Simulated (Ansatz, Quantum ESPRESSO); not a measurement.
# Mg3Be (Pm-3m): zone-centre phonons, part 2 of 3

Wanted: the vibrations of Mg3Be (Pm-3m) at Γ, by two programs.

Quantum ESPRESSO 7.5; DFT PBE, scalar-relativistic, plane waves, SSSP efficiency pseudopotentials.

So far. Step 2 (A probe with smearing): No gap opens on this mesh, so smearing is kept; the start stands at 0.86 GPa. Step 4 (Self-consistent run for the response): The cell stands at 0 GPa, close enough for phonons. The relaxed cell has a = 4.218 Å (conventional setting).

The structure was built from a prototype and need not be the compound's stable phase.

## (5) Zone-centre response

At q = 0 one unit cell holds all displacements; symmetry groups them into irreducible representations that are solved one by one. With smeared occupations no response to a homogeneous field can be asked.

Contents of ph.in:

```
phonons
&inputph
   prefix = 'x'
   outdir = './tmp'
   fildyn = 'g.dyn'
   tr2_ph = 1.0d-18
   alpha_mix(1) = 0.4
   nmix_ph = 8
/
0.000000000000 0.000000000000 0.000000000000
```

Launch:

```sh
$ OMP_NUM_THREADS=1 mpirun -n 4 ph.x -nk 4 -in ph.in > ph.out
```

The program printed:

```text
[banners, grids, parts of the stress and lines that vanish by symmetry left out]
[banner, memory and clock lines left out]
Program PHONON v.7.5

     ./tmp/x.save/

     file Mg.upf: wavefunction(s)  3S renormalized

     IMPORTANT: XC functional enforced from input :
     Exchange-correlation= PBE
                           (   1   4   3   4   0   0   0)
     Any further DFT definition will be discarded
     Please, verify this is what you really want

     G-vector sticks info

     Reading collected, re-writing distributed wavefunctions in ./tmp/

     Number and degeneracy of irreps per q-point
       N         xq(1)         xq(2)         xq(3)   N irreps
       1   0.000000000   0.000000000   0.000000000       4
        3   3   3   3

     Calculation of q =    0.0000000   0.0000000   0.0000000

     phonons

     bravais-lattice index     =            1
     lattice parameter (alat)  =       7.9703  a.u.
     unit-cell volume          =     506.3160 (a.u.)^3
     number of atoms/cell      =            4
     number of atomic types    =            2
     kinetic-energy cut-off    =      60.0000  Ry
     charge density cut-off    =     480.0000  Ry
     convergence threshold     =      1.0E-18
     beta                      =       0.4000
     number of iterations used =            8
     Exchange-correlation= PBE
                           (   1   4   3   4   0   0   0)

     celldm(1)=    7.97029  celldm(2)=    0.00000  celldm(3)=    0.00000
     celldm(4)=    0.00000  celldm(5)=    0.00000  celldm(6)=    0.00000

     crystal axes: (cart. coord. in units of alat)
               a(1) = (  1.0000  0.0000  0.0000 )
               a(2) = (  0.0000  1.0000  0.0000 )
               a(3) = (  0.0000  0.0000  1.0000 )

     reciprocal axes: (cart. coord. in units 2 pi/alat)
               b(1) = (  1.0000  0.0000  0.0000 )
               b(2) = (  0.0000  1.0000  0.0000 )
               b(3) = (  0.0000  0.0000  1.0000 )

     Atoms inside the unit cell:

     Cartesian axes

     site n.  atom      mass           positions (alat units)
        1  Be      9.0122   tau(    1) = (    0.00000    0.00000    0.00000  )
        2  Mg     24.3050   tau(    2) = (    0.00000    0.50000    0.50000  )
        3  Mg     24.3050   tau(    3) = (    0.50000    0.00000    0.50000  )
        4  Mg     24.3050   tau(    4) = (    0.50000    0.50000    0.00000  )

     Computing dynamical matrix for
                    q = (   0.0000000   0.0000000   0.0000000 )

     49 Sym.Ops. (with q -> -q+G )

     G cutoff =  772.3769  (  89775 G-vectors)     FFT grid: ( 60, 60, 60)
     G cutoff =  386.1884  (  31799 G-vectors)  smooth grid: ( 40, 40, 40)

     number of k points=    35  Marzari-Vanderbilt smearing, width (Ry)=  0.0200
                       cart. coord. in units 2pi/alat
        k(    1) = (   0.0000000   0.0000000   0.0000000), wk =   0.0039062
        k(    2) = (   0.0000000   0.0000000   0.1250000), wk =   0.0234375
        k(    3) = (   0.0000000   0.0000000   0.2500000), wk =   0.0234375
        [... further k-points left out ...]

     PseudoPot. # 1 for Be read from file:
     ./pseudo/Be.upf
     Pseudo is Ultrasoft, Zval =  4.0
     Using radial grid of  769 points,  6 beta functions with:
                l(1) =   0
                l(2) =   0
                l(3) =   0
                l(4) =   1
                l(5) =   1
                l(6) =   2
     Q(r) pseudized with 10 coefficients,  rinner =    1.000   1.000   1.000
                                                       1.000   1.000

     PseudoPot. # 2 for Mg read from file:
     ./pseudo/Mg.upf
     Pseudo is Projector augmented-wave + core cor, Zval =  2.0
     Shape of augmentation charge: PSQ
     Using radial grid of 1129 points,  4 beta functions with:
                l(1) =   0
                l(2) =   0
                l(3) =   1
                l(4) =   1
     Q(r) pseudized with 0 coefficients

     Mode symmetry, O_h (m-3m)  point group:

     Atomic displacements:
     There are    4 irreducible representations

     Representation     1      3 modes -  To be done

     Representation     2      3 modes -  To be done

     Representation     3      3 modes -  To be done

     Representation     4      3 modes -  To be done

     Alpha used in Ewald sum =   2.8000

     Representation #   1 modes #   1   2   3

     Self-consistent Calculation
      iter #   1   av.it.:   4.0
      thresh= 1.000E-02 alpha_mix =  0.400 |ddv_scf|^2 =  2.894E-09
      iter #   2   av.it.:  15.8
      thresh= 5.380E-06 alpha_mix =  0.400 |ddv_scf|^2 =  2.091E-10
      iter #   3   av.it.:  14.8
      thresh= 1.446E-06 alpha_mix =  0.400 |ddv_scf|^2 =  5.726E-11
      iter #   4   av.it.:  14.9
      thresh= 7.567E-07 alpha_mix =  0.400 |ddv_scf|^2 =  1.288E-13
      iter #   5   av.it.:  16.8
      thresh= 3.589E-08 alpha_mix =  0.400 |ddv_scf|^2 =  9.488E-15
      iter #   6   av.it.:  16.5
      thresh= 9.740E-09 alpha_mix =  0.400 |ddv_scf|^2 =  2.915E-16
      iter #   7   av.it.:  17.3
      thresh= 1.707E-09 alpha_mix =  0.400 |ddv_scf|^2 =  4.754E-18
      iter #   8   av.it.:  16.7
      thresh= 2.180E-10 alpha_mix =  0.400 |ddv_scf|^2 =  2.239E-19

     End of self-consistent calculation

     Convergence has been achieved

     Representation #   2 modes #   4   5   6

     Self-consistent Calculation
      iter #   1   av.it.:   2.9
      thresh= 1.000E-02 alpha_mix =  0.400 |ddv_scf|^2 =  9.989E-10
      iter #   2   av.it.:  15.0
      thresh= 3.161E-06 alpha_mix =  0.400 |ddv_scf|^2 =  1.981E-10
      iter #   3   av.it.:  14.0
      thresh= 1.408E-06 alpha_mix =  0.400 |ddv_scf|^2 =  3.710E-11
      iter #   4   av.it.:  14.8
      thresh= 6.091E-07 alpha_mix =  0.400 |ddv_scf|^2 =  1.465E-13
      iter #   5   av.it.:  16.4
      thresh= 3.827E-08 alpha_mix =  0.400 |ddv_scf|^2 =  1.999E-14
      iter #   6   av.it.:  14.9
      thresh= 1.414E-08 alpha_mix =  0.400 |ddv_scf|^2 =  5.467E-16
[...]
End of self-consistent calculation

     Convergence has been achieved

     Representation #   3 modes #   7   8   9

     Self-consistent Calculation
[...]
iter #   9   av.it.:  15.6
      thresh= 1.335E-10 alpha_mix =  0.400 |ddv_scf|^2 =  2.093E-19

     End of self-consistent calculation

     Convergence has been achieved

     Representation #   4 modes #  10  11  12

     Self-consistent Calculation
      iter #   1   av.it.:   2.1
      thresh= 1.000E-02 alpha_mix =  0.400 |ddv_scf|^2 =  5.384E-10
      iter #   2   av.it.:  15.2
      thresh= 2.320E-06 alpha_mix =  0.400 |ddv_scf|^2 =  1.831E-10
      iter #   3   av.it.:  13.8
      thresh= 1.353E-06 alpha_mix =  0.400 |ddv_scf|^2 =  1.076E-12
      iter #   4   av.it.:  14.9
      thresh= 1.037E-07 alpha_mix =  0.400 |ddv_scf|^2 =  3.640E-14
      iter #   5   av.it.:  15.6
      thresh= 1.908E-08 alpha_mix =  0.400 |ddv_scf|^2 =  2.108E-15
      iter #   6   av.it.:  14.6
      thresh= 4.591E-09 alpha_mix =  0.400 |ddv_scf|^2 =  5.874E-19

     End of self-consistent calculation

     Convergence has been achieved

     Number of q in the star =    1
     List of q in the star:
          1   0.000000000   0.000000000   0.000000000

     Diagonalizing the dynamical matrix

     q = (    0.000000000   0.000000000   0.000000000 )

 **************************************************************************
     freq (    1) =      -0.057941 [THz] =      -1.932701 [cm-1]
     freq (    2) =      -0.057941 [THz] =      -1.932701 [cm-1]
     freq (    3) =      -0.057941 [THz] =      -1.932701 [cm-1]
     freq (    4) =       5.480985 [THz] =     182.825979 [cm-1]
     freq (    5) =       5.480985 [THz] =     182.825979 [cm-1]
     freq (    6) =       5.480985 [THz] =     182.825979 [cm-1]
     freq (    7) =       6.630054 [THz] =     221.154804 [cm-1]
     freq (    8) =       6.630054 [THz] =     221.154804 [cm-1]
     freq (    9) =       6.630054 [THz] =     221.154804 [cm-1]
     freq (   10) =       9.039289 [THz] =     301.518216 [cm-1]
     freq (   11) =       9.039289 [THz] =     301.518216 [cm-1]
     freq (   12) =       9.039289 [THz] =     301.518216 [cm-1]
 **************************************************************************

     Mode symmetry, O_h (m-3m)  point group:

     freq (   1-   3) =         -1.9  [cm-1]   --> T_1u G_15  G_4- I
     freq (   4-   6) =        182.8  [cm-1]   --> T_2u G_25  G_5-
     freq (   7-   9) =        221.2  [cm-1]   --> T_1u G_15  G_4- I
     freq (  10-  12) =        301.5  [cm-1]   --> T_1u G_15  G_4- I
```

Run time: 3.8 min. Hardware: 4 MPI ranks of Arm Neoverse V1, shared host; 15 min of CPU time.

This step gave:

```yaml
largest_acoustic_frequency_at_the_zone_centre_before_the_sum_rule: -1.93 cm⁻¹
highest_optical_zone_centre_mode_no_lo_to_term: 301.5 cm⁻¹
lowest_optical_zone_centre_mode: 182.8 cm⁻¹
```

The acoustic modes at Γ come out as far as 1.9 cm⁻¹ from zero, where they should vanish, a small numerical error.

## (6) Modes with the sum rule

A rigid shift of the crystal must cost nothing, but grids and finite bases break this; the acoustic sum rule is imposed before the matrix is diagonalised again.

Contents of dynmat.in:

```
&input
   fildyn = 'g.dyn'
   asr = 'simple'
   fileig = 'dynmat.eig'
/
```

Launch:

```sh
$ dynmat.x -in dynmat.in > dynmat.out
```

The program printed:

```text
[banner, memory and clock lines left out]
Program DYNMAT v.7.5

     Reading Dynamical Matrix from file g.dyn
     ...Force constants read
     ...epsilon and Z* not read (not found on file)
     A direction for q was not specified:TO-LO splitting will be absent

     Polarizability (A^3 units)
     multiply by 1.000000 for Clausius-Mossotti correction
         0.000000    0.000000    0.000000
         0.000000    0.000000    0.000000
         0.000000    0.000000    0.000000

     IR activities are in (D/A)^2/amu units

# mode   [cm-1]    [THz]      IR
    1     -0.00   -0.0000    0.0000
    2      0.00    0.0000    0.0000
    3      0.00    0.0000    0.0000
    4    182.82    5.4808    0.0000
    5    182.82    5.4808    0.0000
    6    182.82    5.4808    0.0000
    7    221.24    6.6326    0.0000
    8    221.24    6.6326    0.0000
    9    221.24    6.6326    0.0000
   10    301.52    9.0393    0.0000
   11    301.52    9.0393    0.0000
   12    301.52    9.0393    0.0000

[end of the log left out, with the tail of the file of modes that dynmat.x writes under the same name]
```

The job ended after 0.45 s (1 thread).

Unit eigenvectors of the mass-weighted matrix after the sum rule; no LO-TO term. The modes at Γ (shares of kinetic energy by element, %):

| mode | frequency (cm⁻¹) | symmetry | Be % | Mg % |
| --- | --- | --- | --- | --- |
| 1 | 0.0 | acoustic | 11 | 89 |
| 2 | 0.0 | acoustic | 11 | 89 |
| 3 | 0.0 | acoustic | 11 | 89 |
| 4 | 182.8 | T2u | 0 | 100 |
| 5 | 182.8 | T2u | 0 | 100 |
| 6 | 182.8 | T2u | 0 | 100 |
| 7 | 221.2 | T1u | 88 | 12 |
| 8 | 221.2 | T1u | 88 | 12 |
| 9 | 221.2 | T1u | 88 | 12 |
| 10 | 301.5 | T1u | 1 | 99 |
| 11 | 301.5 | T1u | 1 | 99 |
| 12 | 301.5 | T1u | 1 | 99 |

Displacements in mode 5 (182.8 cm⁻¹), the largest set to 1:
```
Be1  0.00  0.00  0.00
Mg2  0.00  1.00  0.77
Mg3  0.94  0.00 -0.77
Mg4 -0.94 -1.00  0.00
```

Displacements in mode 7 (221.2 cm⁻¹), the largest set to 1:
```
Be1 -0.28 -0.02  1.00
Mg2  0.02  0.00 -0.15
Mg3  0.04  0.00 -0.15
Mg4  0.04  0.00 -0.07
```

The rule moves no optical mode by more than 0.1 cm⁻¹.

## (7) Sum rules set otherwise (asr crystal)

The rule can be imposed in more than one way; the choices should agree where the raw error is small.

Contents of dynmat.in:

```
&input
   fildyn = 'g.dyn'
   asr = 'crystal'
   fileig = 'dynmat.eig'
/
```

Launch:

```sh
$ dynmat.x -in dynmat.in > dynmat.out
```

The program printed:

```text
[banner, memory and clock lines left out]
Program DYNMAT v.7.5

     Reading Dynamical Matrix from file g.dyn
     ...Force constants read
     ...epsilon and Z* not read (not found on file)
     Acoustic Sum Rule: || Z*(ASR) - Z*(orig)|| =    0.000000E+00
     Acoustic Sum Rule: ||dyn(ASR) - dyn(orig)||=    3.561709E-05
     A direction for q was not specified:TO-LO splitting will be absent

     Polarizability (A^3 units)
     multiply by 1.000000 for Clausius-Mossotti correction
         0.000000    0.000000    0.000000
         0.000000    0.000000    0.000000
         0.000000    0.000000    0.000000

     IR activities are in (D/A)^2/amu units

# mode   [cm-1]    [THz]      IR
    1     -0.00   -0.0000    0.0000
    2     -0.00   -0.0000    0.0000
    3      0.00    0.0000    0.0000
    4    182.83    5.4810    0.0000
    5    182.83    5.4810    0.0000
    6    182.83    5.4810    0.0000
    7    221.18    6.6308    0.0000
    8    221.18    6.6308    0.0000
    9    221.18    6.6308    0.0000
   10    301.52    9.0393    0.0000
   11    301.52    9.0393    0.0000
   12    301.52    9.0393    0.0000

[end of the log left out, with the tail of the file of modes that dynmat.x writes under the same name]
```

Elapsed: 0.45 s, on 1 thread.

Zone-centre frequencies as printed; negative means imaginary. Modes:

| mode | frequency (cm⁻¹) |
| --- | --- |
| 1 | 0 |
| 2 | 0 |
| 3 | 0 |
| 4 | 182.8 |
| 5 | 182.8 |
| 6 | 182.8 |
| 7 | 221.2 |
| 8 | 221.2 |
| 9 | 221.2 |
| 10 | 301.5 |
| 11 | 301.5 |
| 12 | 301.5 |

Against the first rule no mode moves by more than 0.1 cm⁻¹.

## (8) Sum rules set otherwise: a sum rule for molecules or wires on a crystal

This rule also removes rotations, which suits wires and not a crystal; it is tried to see the harm.

Contents of dynmat.in:

```
&input
   fildyn = 'g.dyn'
   asr = 'one-dim'
   fileig = 'dynmat.eig'
/
```

Launch:

```sh
$ dynmat.x -in dynmat.in > dynmat.out
```

The program printed:

```text
[banner, memory and clock lines left out]
Program DYNMAT v.7.5

     Reading Dynamical Matrix from file g.dyn
     ...Force constants read
     ...epsilon and Z* not read (not found on file)
asr rotation axis in 1D system=    3
     Acoustic Sum Rule: || Z*(ASR) - Z*(orig)|| =    0.000000E+00
     Acoustic Sum Rule: ||dyn(ASR) - dyn(orig)||=    9.794934E-02
     A direction for q was not specified:TO-LO splitting will be absent

     Polarizability (A^3 units)
     multiply by 1.000000 for Clausius-Mossotti correction
         0.000000    0.000000    0.000000
         0.000000    0.000000    0.000000
         0.000000    0.000000    0.000000

     IR activities are in (D/A)^2/amu units

# mode   [cm-1]    [THz]      IR
    1     -0.00   -0.0000    0.0000
    2     -0.00   -0.0000    0.0000
    3      0.00    0.0000    0.0000
    4      0.00    0.0000    0.0000
    5    182.83    5.4810    0.0000
    6    182.83    5.4810    0.0000
    7    211.69    6.3463    0.0000
    8    221.18    6.6308    0.0000
    9    221.18    6.6308    0.0000
   10    291.78    8.7473    0.0000
   11    301.52    9.0393    0.0000
   12    301.52    9.0393    0.0000

[end of the log left out, with the tail of the file of modes that dynmat.x writes under the same name]
```

Wall time 0.45 s (1 thread).

The program raised no error, yet the settings are not those of a careful run.

The fault: a sum rule for molecules or wires on a crystal; 1 optical mode is projected out to zero frequency, as if it were a rotation.

For a crystal the rule has to be 'simple' or 'crystal'.

Zone-centre frequencies as printed; negative means imaginary. Modes:

| mode | frequency (cm⁻¹) |
| --- | --- |
| 1 | 0 |
| 2 | 0 |
| 3 | 0 |
| 4 | 0 |
| 5 | 182.8 |
| 6 | 182.8 |
| 7 | 211.7 |
| 8 | 221.2 |
| 9 | 221.2 |
| 10 | 291.8 |
| 11 | 301.5 |
| 12 | 301.5 |

(Continued in part 3 of 3.)

[Host names and launcher messages were left out of these logs when they were recorded.]

[Logs are printed without paths, hosts, clocks, repeated set-up lines and the standing remarks that a program may print on its own settings, such as how far it seeks lower states.]

[Hosts, paths, dates, database ids (printed as entryN), source tags and the programs' standing remarks are cut or masked in the printed files.]
